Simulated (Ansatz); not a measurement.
# VSi2N4 monolayer in a perpendicular field

Aim: how the VSi2N4 monolayer screens a field along its normal, and what the field does to its bands. A positive field points along +c.

Calculated with Ansatz 0.2.0; plane-wave DFT, PBE-D3(BJ), Ansatz PAW.

### Step 1. Starting point

The cell holds 7 atoms: 4 N, 2 Si and 1 V. Its edges and angles: a = 2.920 Å, b = 2.920 Å, c = 44.631 Å, α = 90.0°, β = 90.0°, γ = 120.0°. Vacuum lies along c.

As a file:

```xyz
7
Lattice="2.9200 0.0000 0.0000 -1.4600 2.5288 0.0000 0.0000 0.0000 44.6308" Properties=species:S:1:pos:R:3
N     0.0000    0.0000   18.9000
Si    0.0000    1.6859   19.3694
N     0.0000    1.6859   21.1194
V     0.0000    0.0000   22.3154
N     0.0000    1.6859   23.5114
Si    0.0000    1.6859   25.2614
N     0.0000    0.0000   25.7308
```

### Step 2. Relaxing the slab

The starting cell is a guess, so the in-plane lattice and the atoms are relaxed first, with the slab cut off from its images along the normal.

input.yaml reads:

```yaml
crystal:
  lattice:
    - [2.92, 0.0, 0.0]
    - [-1.46, 2.5287941791, 0.0]
    - [0.0, 0.0, 44.6308141166]
  atoms:
    - { symbol: "N", position: [0.0, 0.0, 0.423474238] }
    - { symbol: Si, position: [0.3333333333, 0.6666666667, 0.4339923585] }
    - { symbol: "N", position: [0.3333333333, 0.6666666667, 0.4732029361] }
    - { symbol: V, position: [0.0, 0.0, 0.5], spin: 1.0 }
    - { symbol: "N", position: [0.3333333333, 0.6666666667, 0.5267970639] }
    - { symbol: Si, position: [0.3333333333, 0.6666666667, 0.5660076415] }
    - { symbol: "N", position: [0.0, 0.0, 0.576525762] }
  periodic: [true, true, false]
magnetization:
  spin_polarized: true
kpoints:
  mp_grid: { grid: [12, 12, 1] }
hamiltonian:
  xc: pbe
  dispersion: d3bj
scf:
  occupations: { method: fermi_dirac, width: 0.05 }
  convergence: { dr2_threshold: 1.0e-09 }
relax:
  f_tol: 0.004
  max_steps: 90
  cell: {}
output:
  write_potential: true
  write_density: true
  volumetric_format: npy
```

On the command line:

```sh
$ ansatz run input.yaml --threads 2 --pin off --max-ram 3072MiB --backend cpu --events-out ev --progress --plain --runs-dir out
```

Numbers of over 12 decimals in the logs are rounded to 6 here.

Output:

```text
Warning: relax.cell: scf.convergence.dr2_threshold = 1e-9 eV is looser than the 2.47108561653e-10 eV advised for a relaxation that steers and ends on the stress (1e-10 eV for each atom of the cell: 7, times the square of relax.cell.stress_2d_tol = 0.05 N/m over 16.8 Å (the atoms' height at the walk's start and 5 Å past either face), 2.971e-2 GPa, over a crystal's default 0.05). What an SCF threshold leaves in a stress goes as its square root, and in the free energy as the threshold itself, and one threshold admits the most on a small cell: [figures from the program's tests cut] Set scf.convergence.dr2_threshold to 2.47108561653e-10 eV or tighter. [rest of the remark cut]
Engine: ansatz 0.2.0, x86_64-unknown-linux-gnu
Pseudopotentials: kind: paw
Pseudopotential: N, paw, valence charge 5, recommended cutoff 420 eV (normal), N.paw.azcp
Pseudopotential: Si, paw, valence charge 4, recommended cutoff 420 eV (normal), Si.paw.azcp
Pseudopotential: V, paw, valence charge 13, recommended cutoff 420 eV (normal), V.paw.azcp
Functional definition: PBE
  parameter kappa = 0.804
  parameter beta = 0.066725
  exchange = pbe_x(kappa = kappa, mu = beta*pi^2/3)
  correlation = pbe_c(beta = beta)
Crystal: 7 atoms, lattice volume = 329.557 Å³
Basis set: ecut = 420 eV, 6389 PW (Γ), exchange–correlation on 40×40×600 points (8 copies of the dense FFT grid, shifted against one another)
Bands: 28, of which v1, the nominal top of the filled ones, is band 21 counted from 1 (20 counted from 0)
Symmetry: 12 space group operations
Space group: P-6m2 (ITA 187), of the structure as read, at distance tolerance 6.9e-5 Å
Magnetic group: BNS 187.209 (UNI 1439), of the structure as read, at distance tolerance 6.9e-5 Å
k-points: 19 of 144 (time reversal used)
Non-local potential: N, projectors of the file, l = 0: 2, l = 1: 2, l = 2: 1
Non-local potential: Si, projectors of the file, l = 0: 2, l = 1: 2, l = 2: 2
Non-local potential: V, projectors of the file, l = 0: 3, l = 1: 2, l = 2: 3, l = 3: 1
PAW form: soft (Blöchl's): semilocal exchange-correlation on the pseudo side does not see the compensation charge
PAW one-centre angular grid: N, 110 points (default); XC on 64 Gauss nodes
PAW one-centre angular grid: Si, 110 points (default); XC on 64 Gauss nodes
PAW one-centre angular grid: V, 590 points (default); XC on 64 Gauss nodes
Initial density: superposition of atomic densities (neutral atoms: chi_scale 0, normalization atom)
Starting moments: Σ|m| = 1 μB on 1 of 7 sites
Initial wavefunctions: pseudopotential atomic-orbital guess
Functional: x = pbe(κ = 0.804, μ = 0.219515), c = pbe(β = 0.066725)
SCF iter   1: F=—  HF=-5737.099106 eV  |F-HF|=—  |Δ(HF+E_count)|=         —  Δρ=4.71e-2 (↑4.71e-2 ↓4.55e-2)  dr2=3.13e1  dr2_m=5.47e-2  M=0.918 μB ∫|m|=0.988 μB  β_m=0.30  ethr=3.10e-3  ⟨swp⟩=14.8  Hψ=9144  notcnv=0
Mixer restart at iter 1: flushing history
preconditioner: auto → Resta (q_TF=auto, 1.928 Å⁻¹)  ε∞=1.9  [insulator: Δε(μ)=0.193 eV  Ē_g=12.308 eV  σ=0.050 eV  W_gap=0.69  n_scr=26 (ndim 8)  ℏωp=11.8 eV  f_vac=0.757  D(μ)=0.94/eV (n_scr^D=10)  ε∞_Penn≈1.9  vacuum switching on, ρ_ref=1.1e-2 e/Å³]
spin=Collinear: Resta preconditioning applied to the charge; magnetization (m = ρ↑ − ρ↓) channel mixes plain (no charge-response kernel on spin).
SCF iter   2: F=—  HF=-5728.312818 eV  |F-HF|=—  |Δ(HF+E_count)|=    8.79e0  Δρ=1.51e-2 (↑1.47e-2 ↓1.51e-2)  dr2=3.19e0  dr2_m=2.18e-2  M=0.917 μB ∫|m|=1.048 μB  β_m=0.34  ethr=3.10e-3  ⟨swp⟩=5.4  Hψ=3644  notcnv=0  defer=85
SCF iter   3: F=—  HF=-5727.850328 eV  |F-HF|=—  |Δ(HF+E_count)|=   4.62e-1  Δρ=8.69e-3 (↑8.69e-3 ↓8.53e-3)  dr2=5.87e-1  dr2_m=1.10e-2  M=0.942 μB ∫|m|=1.081 μB  β_m=0.48  ethr=3.10e-3  ⟨swp⟩=3.6  Hψ=2352  notcnv=0  defer=81
SCF iter   4: F=—  HF=-5728.008208 eV  |F-HF|=—  |Δ(HF+E_count)|=   1.58e-1  Δρ=3.67e-3 (↑3.67e-3 ↓3.17e-3)  dr2=9.80e-2  dr2_m=3.41e-3  M=0.975 μB ∫|m|=1.130 μB  β_m=0.57  ethr=1.43e-3  ⟨swp⟩=3.3  Hψ=2288  notcnv=0  defer=77
SCF iter   5: F=—  HF=-5728.074836 eV  |F-HF|=—  |Δ(HF+E_count)|=         —  Δρ=1.04e-3 (↑7.05e-4 ↓1.04e-3)  dr2=2.09e-3  dr2_m=1.48e-3  M=0.994 μB ∫|m|=1.196 μB  β_m=0.57  ethr=2.39e-4  ⟨swp⟩=3.9  Hψ=2666  notcnv=0  defer=77
SCF iter   6: F=—  HF=-5728.075092 eV  |F-HF|=—  |Δ(HF+E_count)|=   2.57e-4  Δρ=6.06e-4 (↑6.06e-4 ↓3.61e-4)  dr2=1.04e-3  dr2_m=5.49e-4  M=0.995 μB ∫|m|=1.209 μB  β_m=0.71  ethr=5.10e-6  ⟨swp⟩=3.8  Hψ=3004  notcnv=0  defer=77
SCF iter   7: F=—  HF=-5728.075452 eV  |F-HF|=—  |Δ(HF+E_count)|=   3.60e-4  Δρ=3.40e-4 (↑2.48e-4 ↓3.40e-4)  dr2=1.05e-3  dr2_m=1.15e-4  M=0.995 μB ∫|m|=1.217 μB  β_m=0.66  ethr=2.53e-6  ⟨swp⟩=2.8  Hψ=1984  notcnv=0  defer=77
SCF iter   8: F=—  HF=-5728.075313 eV  |F-HF|=—  |Δ(HF+E_count)|=   1.39e-4  Δρ=1.18e-4 (↑3.67e-5 ↓1.18e-4)  dr2=6.25e-5  dr2_m=1.03e-5  M=0.996 μB ∫|m|=1.224 μB  β_m=0.83  ethr=2.53e-6  ⟨swp⟩=2.7  Hψ=1771  notcnv=0  defer=77
SCF iter   9: F=—  HF=-5728.075607 eV  |F-HF|=—  |Δ(HF+E_count)|=   2.94e-4  Δρ=4.36e-5 (↑4.36e-5 ↓1.83e-5)  dr2=5.92e-6  dr2_m=2.12e-6  M=0.996 μB ∫|m|=1.227 μB  β_m=0.80  ethr=1.53e-7  ⟨swp⟩=3.3  Hψ=2381  notcnv=0  defer=77
SCF iter  10: F=—  HF=-5728.075606 eV  |F-HF|=—  |Δ(HF+E_count)|=   5.96e-7  Δρ=1.67e-5 (↑1.67e-5 ↓5.43e-6)  dr2=2.25e-6  dr2_m=1.06e-7  M=0.996 μB ∫|m|=1.228 μB  β_m=0.88  ethr=1.44e-8  ⟨swp⟩=3.1  Hψ=2124  notcnv=0  defer=77
SCF iter  11: F=—  HF=-5728.075606 eV  |F-HF|=—  |Δ(HF+E_count)|=   1.35e-7  Δρ=4.26e-6 (↑4.26e-6 ↓2.18e-6)  dr2=1.58e-7  dr2_m=4.61e-9  M=0.996 μB ∫|m|=1.228 μB  β_m=0.94  ethr=5.48e-9  ⟨swp⟩=2.5  Hψ=1646  notcnv=0  defer=77
SCF iter  12: F=—  HF=-5728.075606 eV  |F-HF|=—  |Δ(HF+E_count)|=   9.53e-9  Δρ=1.09e-6 (↑1.09e-6 ↓7.70e-7)  dr2=9.95e-9  dr2_m=1.35e-10  M=0.996 μB ∫|m|=1.228 μB  β_m=0.97  ethr=3.85e-10  ⟨swp⟩=2.9  Hψ=2238  notcnv=0  defer=77
SCF iter  13: F=-5728.075606 eV  HF=-5728.075606 eV  |F-HF|=2.96e-10  |Δ(HF+E_count)|=  8.46e-10  Δρ=2.52e-7 (↑2.52e-7 ↓2.27e-7)  dr2=8.01e-10  dr2_m=7.81e-12  M=0.996 μB ∫|m|=1.228 μB  ethr=2.44e-12  ⟨swp⟩=9.3  Hψ=8894  notcnv=0
SCF 1 converged in 13 iterations: F = -5728.075606 eV  dr2 = 8.01e-10
  greatest PAW one-centre occupation: 1.000 electrons in one spin orbital (limit 2), on the V atom at site 3 (counted from 0), in its partial waves of l = 0
relax step   1: F+E_penalty+E_count = -5728.07560611 eV  Δ(F+E_penalty+E_count) = +0.000e0 eV  max|allowed force component| = 1.053e0 eV/Å  Δτ_max = 0.0000 Å  P = -10.340 N/m  Ω = 329.557 Å³  fix = [c, alpha, beta]  reactions: c +0.000 N/m  (13 SCF iters, accepted)
Crystal: 7 atoms, lattice volume = 321.845 Å³
[...]
relax step   7: F+E_penalty+E_count = -5728.25570206 eV  Δ(F+E_penalty+E_count) = -1.898e-5 eV  max|allowed force component| = 5.571e-5 eV/Å  Δτ_max = 0.0007 Å  P = -0.000 N/m  Ω = 317.704 Å³  energy of the carried Pulay correction = +8.150e-3 eV  fix = [c, alpha, beta]  reactions: c +0.000 N/m  (7 SCF iters, accepted)
[...]
relax step   8: F+E_penalty+E_count = -5728.24913161 eV  Δ(F+E_penalty+E_count) = +6.570e-3 eV  max|allowed force component| = 3.876e-4 eV/Å  Δτ_max = 0.0000 Å  P = -0.184 N/m  Ω = 317.704 Å³  fix = [c, alpha, beta]  reactions: c +0.000 N/m  stress off target by 1.84e-1 N/m on what of the cell is left free  SCF on the basis re-selected at this cell (its energy is not comparable with the rows above)  (9 SCF iters)
[...]
relax step   9: F+E_penalty+E_count = -5728.24927620 eV  Δ(F+E_penalty+E_count) = -1.446e-4 eV  max|allowed force component| = 1.160e-3 eV/Å  Δτ_max = 0.0004 Å  P = -0.004 N/m  Ω = 317.531 Å³  energy of the carried Pulay correction = +1.219e-4 eV  fix = [c, alpha, beta]  reactions: c +0.000 N/m  (8 SCF iters, accepted)
iter 1 solved again at ethr=1.38e-7 eV; its pass at ethr=3.10e-3 eV (dr2=5.66e-5 eV) is discarded
SCF iter   1: F=—  HF=-5728.249187 eV  |F-HF|=—  |Δ(HF+E_count)|=         —  Δρ=9.45e-7 (↑9.36e-7 ↓9.45e-7)  dr2=3.36e-9  dr2_m=5.80e-11  M=0.970 μB ∫|m|=1.150 μB  β_m=0.65  ethr=1.38e-7  ⟨swp⟩=7.0  Hψ=15103  notcnv=0
eigensolver tolerance schedule: the retry pair's looser diagonalisation over-reported the residual by 16842.56 of it (diagonalisation noise at 3.01 of the residual, at the tolerance the schedule requests for it); recorded, not acted on — ethr = c·dr2/N_el stays at c = 1.0e-1
preconditioner: auto → LDOS  [metal: Δε(μ)=0.074 eV  Ē_g=11.145 eV  σ=0.050 eV  W_gap=0.34  n_scr=26 (ndim 8)  ℏωp=12.0 eV  f_vac=0.768  D(μ)=0.48/eV (n_scr^D=6)]
spin=Collinear: LDOS preconditioning applied to the charge; magnetization (m = ρ↑ − ρ↓) channel mixes plain (no charge-response kernel on spin).
SCF iter   2: F=—  HF=-5728.249153 eV  |F-HF|=—  |Δ(HF+E_count)|=   3.34e-5  Δρ=7.21e-7 (↑7.21e-7 ↓6.37e-7)  dr2=4.83e-9  dr2_m=3.51e-11  M=0.970 μB ∫|m|=1.150 μB  β_m=0.30  ethr=8.20e-12  ⟨swp⟩=6.5  Hψ=4620  notcnv=0
SCF iter   3: F=—  HF=-5728.249153 eV  |F-HF|=—  |Δ(HF+E_count)|=   1.62e-9  Δρ=4.72e-7 (↑4.72e-7 ↓4.50e-7)  dr2=1.10e-9  dr2_m=8.40e-12  M=0.970 μB ∫|m|=1.150 μB  β_m=0.65  ethr=8.20e-12  ⟨swp⟩=2.5  Hψ=1824  notcnv=0
SCF iter   4: F=—  HF=-5728.249153 eV  |F-HF|=—  |Δ(HF+E_count)|=  7.91e-11  Δρ=4.43e-7 (↑4.43e-7 ↓3.63e-7)  dr2=2.40e-9  dr2_m=1.26e-11  M=0.970 μB ∫|m|=1.150 μB  β_m=0.57  ethr=2.67e-12  ⟨swp⟩=2.8  Hψ=2261  notcnv=0
SCF iter   5: F=-5728.249153 eV  HF=-5728.249153 eV  |F-HF|=1.80e-10  |Δ(HF+E_count)|=   1.15e-9  Δρ=2.55e-7 (↑2.55e-7 ↓2.10e-7)  dr2=6.89e-10  dr2_m=4.77e-12  M=0.970 μB ∫|m|=1.150 μB  ethr=2.44e-12  ⟨swp⟩=14.2  Hψ=8903  notcnv=0
SCF 10 converged in 5 iterations: F = -5728.249153 eV  dr2 = 6.89e-10
relax step  10: F+E_penalty+E_count = -5728.24915320 eV  Δ(F+E_penalty+E_count) = +1.230e-4 eV  max|allowed force component| = 1.174e-3 eV/Å  Δτ_max = 0.0000 Å  P = -0.006 N/m  Ω = 317.531 Å³  fix = [c, alpha, beta]  reactions: c +0.000 N/m  stress off target by 6.21e-3 N/m on what of the cell is left free  SCF on the basis re-selected at this cell (its energy is not comparable with the rows above)  (5 SCF iters)
basis re-selected at this cell: Δ(F+E_penalty+E_count) = +1.230e-4 eV, ΔP = -0.002 N/m vs the last step (what re-selecting the basis moved, of the pressure what is left beyond the Pulay correction that the steps carried, after the strain that the cell walked since its last selection, with what the two solves' SCF thresholds leave and, on support functions, any second-order correction that the steps lacked; it is no m [...]
WARN: The output density's exchange-correlation potential varies sharply where the density is thin. Do not read a vacuum level from v_tot or v_xc, or from such a field of the output density. On a cell that repeats whose density bears no net charge and no dipole along the vacuum's axis use v_es (v_loc + v_h of the components); under efield.dipole_correction with no amplitude use v_es + v_field, which holds any externa [...]
SCF converged after 5 iterations
Magnetization: 0.9705 μB (20.9852 up, 20.0148 down)
Absolute magnetization: 1.1504 μB (∫|ρ↑−ρ↓|, with the PAW one-centre terms)
Spin contamination: 0.0134 ħ² per cell (⟨S²⟩ above its minimum at these occupations)
Per-site moments (μB) at R_I (Å): [(0.00274737, 0.717572), (0.00282708, 0.717572), (-0.036375, 0.722177), (0.723962, 0.834181), (-0.036375, 0.722177), (0.00282708, 0.717572), (0.00274737, 0.717572)]
Free energy (F): -5728.249153 eV
Harris-Foulkes:  -5728.249153 eV  (|F-HF|=1.80e-10)
Internal energy: -5728.244314 eV  (E = F + TS)
E sigma→0 (E₀):  -5728.246734 eV
Entropy (-TS):   -0.004839 eV (-0.691 meV/atom)
Fermi energy:    -5.517777 eV
--- Per-component energies (eV) ---
  E_band       = -831.369699
  E_kinetic    = 960.455904
  E_local      = -185199.847326  (includes V_loc(G=0)·N_el)
  E_nonlocal   = 182.493143
  E_hartree    = 92037.673341
  E_xc         = -487.142311
  E_vxc        = -572.437869  (∫ρ·V_xc dr)
  E_paw        = -2646.755576  (= ΣΔE_a)
  E_vpaw       = -277.380856  (= ΣTr[D̂ρ^β])
  E_aug_tail   = 0.000674  (compensation charges beyond the density's cutoff)
  E_ewald      = 89426.664926
  E_disp       = -1.787090  (pairwise vdW)
  E_smearing   = -0.004839  (= −TS)
  E_closure    = -0.000000  (closes the sum)
  Σ components = -5728.249153   (vs F -5728.249153, Δ=0.00e0)
--- Forces (eV/Å), atoms counted from 1 ---
  atom   1  N     -0.00000000    -0.00000000    -0.00044488
  atom   2  Si     0.00000000     0.00000000     0.00020374
  atom   3  N      0.00000000    -0.00000000     0.00117371
  atom   4  V      0.00000000    -0.00000000     0.00000000
  atom   5  N      0.00000000    -0.00000000    -0.00117371
  atom   6  Si     0.00000000     0.00000000    -0.00020374
  atom   7  N      0.00000000    -0.00000000     0.00044488
  max |Σ_I F_I| component: 2.59e-16 eV/Å
--- 2D stress c σ (N/m, compression-positive) ---
       -0.006206       0.000000       0.000000
        0.000000      -0.006206       0.000000
        0.000000       0.000000       0.000000
  P = ½ c Tr σ = -0.0062 N/m
--- Band table (eV; the first three rows and the last of 38) ---
  k-point 0 ↑: bands = [... 17 lower, -7.4307, -7.4137, -7.4137, -5.4990, -2.9803, -2.9803, -2.9008, -2.9008, ... 3 higher]
  k-point 1 ↑: bands = [... 17 lower, -7.6845, -7.5422, -7.2351, -5.5733, -3.0733, -3.0667, -2.9750, -2.8433, ... 3 higher]
  k-point 2 ↑: bands = [... 17 lower, -8.0290, -7.8589, -7.2965, -5.8724, -3.2879, -3.1761, -3.0864, -2.5162, ... 3 higher]
  k-point 18 ↓: bands = [... 17 lower, -9.2015, -7.5373, -6.9235, -5.0497, -3.4228, -2.5128, -2.1828, -1.5828, ... 3 higher]
  the weakly bound empty levels are not read free of the cell's end (no_gap_told)
--- Relaxed structure (8 steps of the walk, 7 accepted, 2 SCFs on fresh bases) ---
  F+E_penalty+E_count = -5728.24915320 eV   max|allowed force component| = 1.174e-3 eV/Å   (the final SCF, on the basis selected at the relaxed cell)
  cell:  # Å, volume = 317.5307 Å³
    - [2.866224, 0.0, 0.0]
    - [-1.433112, 2.482223, 0.0]
    - [0.0, 0.0, 44.6308141166]
  atoms:
    - { symbol: N, position: [1.0573552618554993e-17, -5.135725556199063e-17, 0.422711] }
    - { symbol: Si, position: [0.333333, 0.666667, 0.434729] }
    - { symbol: N, position: [0.333333, 0.666667, 0.473956] }
    - { symbol: V, position: [1.0573552618554984e-17, -5.1357255561990646e-17, 0.5] }
    - { symbol: N, position: [0.333333, 0.666667, 0.526044] }
    - { symbol: Si, position: [0.333333, 0.666667, 0.565271] }
    - { symbol: N, position: [1.0573552618554993e-17, -5.135725556199063e-17, 0.577289] }
```

Elapsed: 2.3 min, on 2 threads of Intel Xeon Platinum 8488C (Sapphire Rapids), shared host; peak memory 0.78 GiB.

Step by step:

```csv
step,energy less that of the first step (eV),largest force component (eV/Å),volume (Å³)
1,0.0000,1.0528,329.56
2,-0.1620,0.2337,321.85
3,-0.1798,0.0706,317.51
4,-0.1796,0.1423,317.30
5,-0.1801,0.0150,317.62
6,-0.1801,0.0049,317.72
7,-0.1801,0.0001,317.70
8*,-0.1735,0.0004,317.70
9,-0.1737,0.0012,317.53
10*,-0.1735,0.0012,317.53
```

Relaxation steps marked * repeat the geometry before them on a plane-wave basis chosen anew for their cell, so energy and pressure can jump there. Relaxation step 4 was tried and not accepted.

The run keeps the 12 symmetry operations that it works with, so distortions that break them were not tested.

```csv
cell as run,before,after,change
a (Å),2.920,2.866,-1.8 %
b (Å),2.920,2.866,-1.8 %
```

The atoms that moved most (Å, along periodic axes as changes of fractional coordinates times the final cell, across vacuum about the mean position):

```csv
atom,dx,dy,dz,length
N7,0.000,0.000,0.034,0.034
N1,0.000,0.000,-0.034,0.034
N3,0.000,0.000,0.034,0.034
N5,0.000,0.000,-0.034,0.034
Si2,0.000,0.000,0.033,0.033
Si6,0.000,0.000,-0.033,0.033
```

Final coordinates:

```cif
data_structure
_symmetry_space_group_name_H-M 'P 1'
_symmetry_Int_Tables_number 1
_cell_length_a 2.8662
_cell_length_b 2.8662
_cell_length_c 44.6308
_cell_angle_alpha 90.000
_cell_angle_beta 90.000
_cell_angle_gamma 120.000
_cell_volume 317.53
loop_
_atom_site_label
_atom_site_type_symbol
_atom_site_fract_x
_atom_site_fract_y
_atom_site_fract_z
_atom_site_occupancy
N1 N 0.00000 0.00000 0.42271 1
Si2 Si 0.33333 0.66667 0.43473 1
N3 N 0.33333 0.66667 0.47396 1
V4 V 0.00000 0.00000 0.50000 1
N5 N 0.33333 0.66667 0.52604 1
Si6 Si 0.33333 0.66667 0.56527 1
N7 N 0.00000 0.00000 0.57729 1
```

Numbers from this step:

| Quantity | Value |
| --- | --- |
| energy at zero smearing | -5728.2467 eV |
| total moment | 0.9705 μB |
| site moments | 0.002747, 0.002827, -0.03637, 0.7240, -0.03637, 0.002827, 0.002747 μB |

Site moment by atom:

```csv
atom,site moment (μB)
N1,0.003
Si2,0.003
N3,-0.036
V4,0.724
N5,-0.036
Si6,0.003
N7,0.003
```

The lattice constant a goes from 2.920 to 2.866 Å.

(Continued in part 2 of 2.)

[Logs are printed without paths, hosts, clocks, repeated set-up lines and the standing remarks that a program may print on its own settings, such as how far it seeks lower states.]

[Hosts, paths, dates, database ids (printed as entryN), source tags and the programs' standing remarks are cut or masked in the printed files.]

[Maps of the electrostatic potential energy from Ansatz leave out the sawtooth potential of an applied field or a dipole correction, so their vacuum need not be flat; planar profiles and work functions include it.]
